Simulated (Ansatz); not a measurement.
# Molecular dynamics of graphene zigzag nanoribbon, H-capped, B on C sites (72 atoms)

How do the atoms of graphene zigzag nanoribbon, H-capped, B on C sites (72 atoms) move, and what local order do they keep?

Method: Kohn-Sham DFT, PBE+D3(BJ), PAW (set soft_2), plane waves, in Ansatz 0.2.0.

### 1. The starting structure

The cell holds 72 atoms: 43 C, 5 B and 24 H. Cell: a = 29.520 Å, b = 15.021 Å, c = 10.000 Å, α = 90.0°, β = 90.0°, γ = 90.0°. It derives from C (graphene) and B. Graphene (a = 2.46 Å), rectangular cell with x along the zigzag direction; strip nominally 6 Å wide, 12 periods, edges capped with H, 10 Å of vacuum, 5 of 48 C replaced by B at random; not relaxed, displaced by a Gaussian of 0.02 Å. Regions: sheet, 48 atoms (43 C and 5 B); hydrogen, 24 atoms (24 H). Vacuum lies along b and c. The structure repeats along a.

Before any run, some limits are plain. The main run has no spin polarisation, so any moments at edges, vacancies or dangling bonds can't form in it. The electron count is odd and the run has no spin polarisation, so levels at the top are partly filled by construction. The Brillouin zone is sampled at Γ only, in a cell whose periodic width is 30 Å.

### 2. Dynamics at 600 K

Without a thermostat the total energy must stay constant, which tests forces and time step. The time step is 0.5 fs, short enough for the stretching of bonds to hydrogen.

Input file input.yaml:

```yaml
crystal:
  lattice:
    - [29.52, 0.0, 0.0]
    - [0.0, 15.02056, 0.0]
    - [0.0, 0.0, 10.0]
  atoms:
    - { symbol: C, position: [0.99949, 0.45412, 0.50244] }
    - { symbol: C, position: [0.04102, 0.40749, 0.49822] }
    - { symbol: C, position: [0.04234, 0.59307, 0.49811] }
    - { symbol: C, position: [0.99974, 0.54743, 0.50248] }
    [... 62 atom lines left out ...]
    - { symbol: H, position: [0.79063, 0.3315, 0.49994] }
    - { symbol: H, position: [0.79157, 0.66463, 0.49992] }
    - { symbol: H, position: [0.87491, 0.33221, 0.50095] }
    - { symbol: H, position: [0.87485, 0.665, 0.50369] }
    - { symbol: H, position: [0.95734, 0.33164, 0.50211] }
    - { symbol: H, position: [0.95819, 0.66685, 0.49996] }
kpoints:
  mp_grid: { grid: [1, 1, 1] }
hamiltonian:
  xc: pbe
  dispersion: d3bj
scf:
  occupations: { method: gaussian, width: 0.025 }
output:
  forces: true
md:
  timestep: 0.5
  n_steps: 73
  ensemble: nve
  temperature: 600
  initial_velocities: maxwell_boltzmann
  seed: 3448
```

Run with:

```console
$ ansatz run input.yaml --threads 4 --pin off --max-ram 8192MiB --backend cpu --events-out ev --progress --plain --runs-dir out
```

Wall time 20 min (4 threads of Arm Neoverse V2, shared host); peak memory 3.3 GiB.

The program notes that it switched symmetry off.

Rows from the run:

```tsv
time (fs)	T (K)	potential (meV/atom)	conserved (meV/atom)
0.0	600	0.0	0.00
2.5	636	-4.7	-0.08
5.0	731	-16.7	-0.10
7.5	732	-16.8	-0.04
9.5	744	-18.5	-0.10
12.0	698	-12.6	-0.11
14.5	584	2.1	0.01
17.0	584	1.9	-0.11
19.5	534	8.4	-0.01
22.0	578	2.7	-0.06
24.5	625	-3.3	-0.07
27.0	628	-3.7	-0.09
29.0	595	0.6	-0.02
31.5	644	-5.7	-0.09
34.0	671	-9.1	-0.06
36.5	704	-13.3	-0.03
```

Mean square displacement from the first frame to the last: C 0.035 Å², B 0.087 Å², H 0.12 Å².

The mean square displacement by time lag:

```tsv
time lag (fs)	B (Å²)	C (Å²)	H (Å²)
0.50	7.5e-5	3.6e-5	2.9e-4
1.00	3.0e-4	1.4e-4	0.00116
2.00	0.00122	5.6e-4	0.00448
2.50	0.00190	8.7e-4	0.00681
3.50	0.00372	0.00166	0.0125
4.00	0.00484	0.00213	0.0156
5.00	0.00747	0.00320	0.0221
5.50	0.00898	0.00379	0.0254
6.50	0.0123	0.00504	0.0318
7.00	0.0141	0.00569	0.0348
8.00	0.0180	0.00705	0.0408
8.50	0.0200	0.00773	0.0437
9.50	0.0242	0.00912	0.0496
10.00	0.0264	0.00981	0.0527
11.00	0.0308	0.0112	0.0593
11.50	0.0330	0.0118	0.0628
12.50	0.0373	0.0131	0.0703
13.00	0.0394	0.0137	0.0743
14.00	0.0435	0.0149	0.0822
14.50	0.0454	0.0154	0.0862
15.50	0.0491	0.0164	0.0937
16.00	0.0508	0.0169	0.0972
17.00	0.0541	0.0177	0.103
17.50	0.0556	0.0181	0.106
18.50	0.0585	0.0188	0.110
```

The drift taken off is the plain mean over atoms, not the centre of mass, so with hydrogen in the cell the heavy atoms' values at short lags are too large.

Over the second half of 36 fs the temperature averages 618 K, rising from about 554 to 677 K (means over the first and last quarter of that half). The conserved energy stays within 0.12 meV/atom. From first frame to last H has the largest mean square displacement, 0.12 Å² at the end; the farthest move is 0.82 Å. The run spans 0.04 ps, too short for its means to be equilibrium values.

### 3. Structure statistics late in the run

The g(r) is a mean over the second half.

Mean of 14 frames; normalised to the volume that the atoms fill. g(r), total and by pair (bins of 0.2 Å):

```tsv
r (Å)	total	C-C	C-H	C-B	H-H	H-B	B-B
1.00	0.97	0.00	2.42	0.00	0.00	0.27	0.00
1.20	0.99	0.03	2.27	0.00	0.00	1.72	0.00
1.40	2.54	6.46	0.00	2.36	0.00	0.82	0.00
1.60	0.40	0.41	0.00	2.85	0.00	0.00	3.57
1.80	0.06	0.00	0.00	0.47	0.04	0.00	3.81
2.00	0.24	0.00	0.52	0.00	0.33	0.00	0.00
2.20	0.81	0.03	1.62	0.00	0.94	1.14	0.00
2.40	1.29	2.43	0.33	1.01	1.44	1.13	0.00
2.60	0.91	0.97	0.84	1.83	0.47	0.51	0.00
2.80	0.54	0.67	0.39	1.12	0.31	0.43	0.00
3.00	0.24	0.38	0.10	0.69	0.04	0.13	0.00
3.20	0.06	0.04	0.04	0.10	0.06	0.20	0.00
3.40	0.21	0.01	0.47	0.05	0.08	0.07	0.00
3.60	0.27	0.32	0.32	0.09	0.02	0.34	0.00
3.80	0.44	0.71	0.23	0.85	0.00	0.61	0.00
4.00	0.28	0.15	0.47	0.14	0.02	0.45	0.00
4.20	0.26	0.28	0.28	0.27	0.00	0.47	0.00
4.40	0.19	0.30	0.11	0.27	0.10	0.12	0.86
4.60	0.19	0.03	0.36	0.09	0.18	0.10	0.22
4.80	0.28	0.22	0.37	0.14	0.15	0.41	0.00
5.00	0.34	0.25	0.40	0.34	0.42	0.43	0.00
5.20	0.20	0.16	0.18	0.28	0.29	0.27	0.00
5.40	0.05	0.01	0.05	0.01	0.19	0.02	0.00
5.60	0.08	0.07	0.02	0.02	0.41	0.00	0.00
5.80	0.05	0.10	0.01	0.04	0.10	0.02	0.00
6.00	0.06	0.06	0.04	0.06	0.10	0.06	0.30
6.20	0.15	0.18	0.15	0.24	0.03	0.10	0.28
6.40	0.15	0.15	0.21	0.04	0.00	0.22	0.00
```

### 4. Single point at the last frame

The last frame is solved again with fuller output, to read the electronic structure of a thermally displaced geometry.

Input file input.yaml:

```yaml
crystal:
  lattice:
    - [29.52, 0.0, 0.0]
    - [0.0, 15.02056, 0.0]
    - [0.0, 0.0, 10.0]
  atoms:
    - { symbol: C, position: [0.99855, 0.46135, 0.50841] }
    - { symbol: C, position: [0.04232, 0.41607, 0.50616] }
    - { symbol: C, position: [0.03725, 0.61038, 0.49242] }
    - { symbol: C, position: [0.99811, 0.56287, 0.50771] }
    [... 62 atom lines left out ...]
    - { symbol: H, position: [0.78668, 0.32774, 0.51384] }
    - { symbol: H, position: [0.79387, 0.66133, 0.46414] }
    - { symbol: H, position: [0.87746, 0.32872, 0.49327] }
    - { symbol: H, position: [0.86743, 0.66625, 0.48955] }
    - { symbol: H, position: [0.9663, 0.34338, 0.54868] }
    - { symbol: H, position: [0.95033, 0.67471, 0.50571] }
kpoints:
  mp_grid: { grid: [1, 1, 1] }
hamiltonian:
  xc: pbe
  dispersion: d3bj
scf:
  occupations: { method: gaussian, width: 0.025 }
output:
  forces: true
  populations: true
  dos:
    method: { smearing: { sigma: 0.08 } }
    de: 0.1
    projected:
      site_lists:
        B: [B]
        C: [C]
        H: [H]
        sheet: [0, 1, 2, 3, 4, 5, 6, 7, 8, 9, 10, 11, 12, 13, 14, 15, 16, 17, 18, 19, 20, 21, 22, 23, 24, 25, 26, 27, 28, 29, 30, 31, 32, 33, 34, 35, 36, 37, 38, 39, 40, 41, 42, 43, 44, 45, 46, 47]
        hydrogen: [48, 49, 50, 51, 52, 53, 54, 55, 56, 57, 58, 59, 60, 61, 62, 63, 64, 65, 66, 67, 68, 69, 70, 71]
  eigenvalues: true
  write_density: true
  write_potential: true
  volumetric_format: npy
  elf: true
```

Run time: 51 s. Hardware: 4 threads; peak memory 3.1 GiB.

The program notes that the exchange-correlation potential is rough where the density is thin.

Read from the output:

```
free energy                             : -11941.8759 eV
free energy per atom                    : -165.8594 eV/atom
SCF cycles                              : 29
r.m.s. force component                  : 1.375 eV/Å
longest force                           : 5.082 eV/Å
Fermi energy                            : -3.312 eV
levels partly filled by over 2 per cent : 2
spilling of the projection              : 0.01291
```

Length of the force by element:

```tsv
element	coordination	atoms	mean length of the force (eV/Å)	spread	least	most
B	all	5	3.74	1.18	1.55	4.75
C	all	43	2.36	1.04	0.526	5.08
H	all	24	1.25	0.608	0.326	2.44
```

Löwdin charges by element (they lack the spilled electrons, 0.038 e an atom on average):

```tsv
element	coordination	atoms	mean charge (e)	spread	least	most
B	all	5	0.0552	0.0353	0.0025	0.0915
C	all	43	-0.0378	0.0797	-0.194	0.0876
H	all	24	0.170	0.0529	-0.0206	0.212
```

By region:

```tsv
region	atoms	mean length of the force (eV/Å)
sheet	48	2.5
hydrogen	24	1.25
```

States in the cell by windows of 1 eV, zero at the Fermi level; the larger projections on atomic orbitals stand beside the total:

```tsv
from (eV)	to (eV)	total	sheet	C p	H s	hydrogen	B p	C s
-14	-13	6.3	5.9	2.7	0.3	0.3	0.1	3.0
-13	-12	7.8	7.3	3.3	0.4	0.4	0.2	3.4
-12	-11	4.3	4.0	2.0	0.2	0.2	0.2	1.7
-11	-10	11.9	10.3	6.8	1.4	1.4	0.2	3.1
-10	-9	9.1	8.1	5.5	0.8	0.8	0.3	2.0
-9	-8	11.0	9.8	7.7	1.1	1.1	0.3	1.4
-8	-7	11.8	10.0	8.1	1.6	1.6	0.3	1.2
-7	-6	20.8	17.3	15.1	3.1	3.1	0.4	1.3
-6	-5	25.2	21.6	20.0	3.1	3.1	0.5	0.6
-5	-4	18.2	16.2	14.8	1.8	1.8	0.8	0.3
-4	-3	19.2	17.5	15.7	1.6	1.6	1.4	0.2
-3	-2	18.6	16.4	12.4	2.1	2.1	3.5	0.4
-2	-1	7.9	7.3	5.9	0.5	0.5	1.3	0.1
-1	0	4.8	4.7	3.8	0.1	0.1	0.8	0.0
0	1	6.3	6.3	5.6	0.0	0.0	0.7	0.0
1	2	5.1	5.0	4.3	0.0	0.0	0.7	0.0
2	3	6.0	5.8	5.1	0.0	0.0	0.6	0.0
3	4	17.2	9.1	8.3	1.3	1.3	0.5	0.3
4	5	29.5	8.7	6.3	2.8	2.8	1.6	0.8
```

The curve was stored every 0.10 eV, coarse against its broadening of 0.08 eV, so these counts are rough.

Between -19 and -14 eV lie 34 more states.

The levels nearest the highest filled one (over half full), pooled over k-points and spins:

```tsv
level less the highest filled one (eV)	occupation
-1.18	2
-0.993	2
-0.701	2
-0.498	2
-0.342	2
0	2
0.612	0.735
0.626	0.265
0.924	0
1.56	0
1.79	0
2.14	0
```

Mean Löwdin charges: B +0.06, C -0.04, H +0.17 e (they miss 1.3 % of the electrons, so they add up to more than the cell's charge). Charges this small depend on the projection, at times even in sign. Within 0.4 eV of the Fermi level the largest share is C p (89 % of the projected weight).

### 5. Results

```yaml
mean_temperature_second_half: 618.3 K
temperature_swing_second_half: 46.01 K
slope_of_the_conserved_energy_against_time_by_least_squares: 0.1873 meV/atom/ps
free_energy_per_atom: -165.8594 eV/atom
r_m_s_force_component: 1.375 eV/Å
wall_time_of_the_2_dft_runs: 21 min
```

Over the second half of 36 fs the temperature averages 618 K, rising from about 554 to 677 K (means over the first and last quarter of that half). The conserved energy stays within 0.12 meV/atom. The run spans 0.04 ps, too short for its means to be equilibrium values. No gap is quoted: the electron count is odd and spin is off, so a level is left part filled.

[Logs are printed without paths, hosts, clocks, repeated set-up lines and the standing remarks that a program may print on its own settings, such as how far it seeks lower states.]

[Hosts, paths, dates, database ids (printed as entryN), source tags and the programs' standing remarks are cut or masked in the printed files.]
